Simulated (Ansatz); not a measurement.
## Ge(100) slab, H on the bottom face, dimerised (48 atoms): a reference run and its variants

The cell holds 48 atoms: 32 Ge and 16 H. Its edges and angles: a = 16.003 Å, b = 8.002 Å, c = 15.127 Å, α = 90.0°, β = 90.0°, γ = 90.0°. It derives from Ge (diamond-structure). Diamond-structure Ge (a = 5.658 Å), (100) slab of 4 atomic planes, 4 x 2 surface cells, H on the broken bonds of the bottom face, 10 Å of vacuum; top atoms paired into dimers, p(2x2) buckling; displaced by a Gaussian of 0.02 Å. Regions: slab, 32 atoms (32 Ge); hydrogen, 16 atoms (16 H). Vacuum lies along c.

Geometry: as built.

Reference run: Kohn-Sham DFT, PBE, PAW (set soft_2), plane waves (Ansatz 0.2.0), cutoff 420 eV, k-mesh 2×4×1, gaussian smearing of 0.05 eV.

```
r.m.s. force component                           : 0.663 eV/Å
spacing of highest filled and lowest empty level : 0.031 eV
SCF cycles                                       : 12
time                                             : 3.1 min on 4 threads of Arm Neoverse V1, shared host
```

**Question.** The cell is repeated and solved at Γ. How do error, time and memory go?
- plane waves, 48 atoms (1×1×1)
- support functions, 48 atoms (1×1×1)
- plane waves, 96 atoms (1×2×1)
- support functions, 96 atoms (1×2×1)

Differences are against the typed cell on a 2×4×1 mesh, which samples like Γ on 384 atoms (r.m.s. force component 0.663 eV/Å). Every repeated cell is solved at Γ, and forces are averaged over the copies of each atom. Hardware: 4 threads of Arm Neoverse V1, shared host.

```tsv
atoms	repeats	basis	Δ force, r.m.s. (meV/Å)	Δ energy (meV/atom)	less plane waves of the same size (meV/atom)	spread among copies (meV/Å)	SCF cycles	time	host memory (GiB)
48	1×1×1	plane waves	161	107	-	-	16	18 s	1.8
48	1×1×1	support functions	162	105	-1.7	-	13	80 s	2.7
96	1×2×1	plane waves	62.0	22.5	-	0	14	73 s	5.0
96	1×2×1	support functions	61.9	20.8	-1.7	0.028	13	2.3 min	5.1
```

Repeating the cell at Γ samples more k-points: in plane waves the energy difference from the dense mesh goes from 107 meV/atom at 48 atoms to 22.5 at 96, and the force difference from 161 to 62 meV/Å. At equal size the support functions lie 1.7 meV/atom below plane waves, likely because their grid holds more waves than 420 eV; no run tests this. At the largest size the support functions' forces differ from the reference by 9.3 % of the r.m.s. force, which holds the difference of sampling between the two as well as that of the basis.

[Logs are printed without paths, hosts, clocks, repeated set-up lines and the standing remarks that a program may print on its own settings, such as how far it seeks lower states.]

[Hosts, paths, dates, database ids (printed as entryN), source tags and the programs' standing remarks are cut or masked in the printed files.]
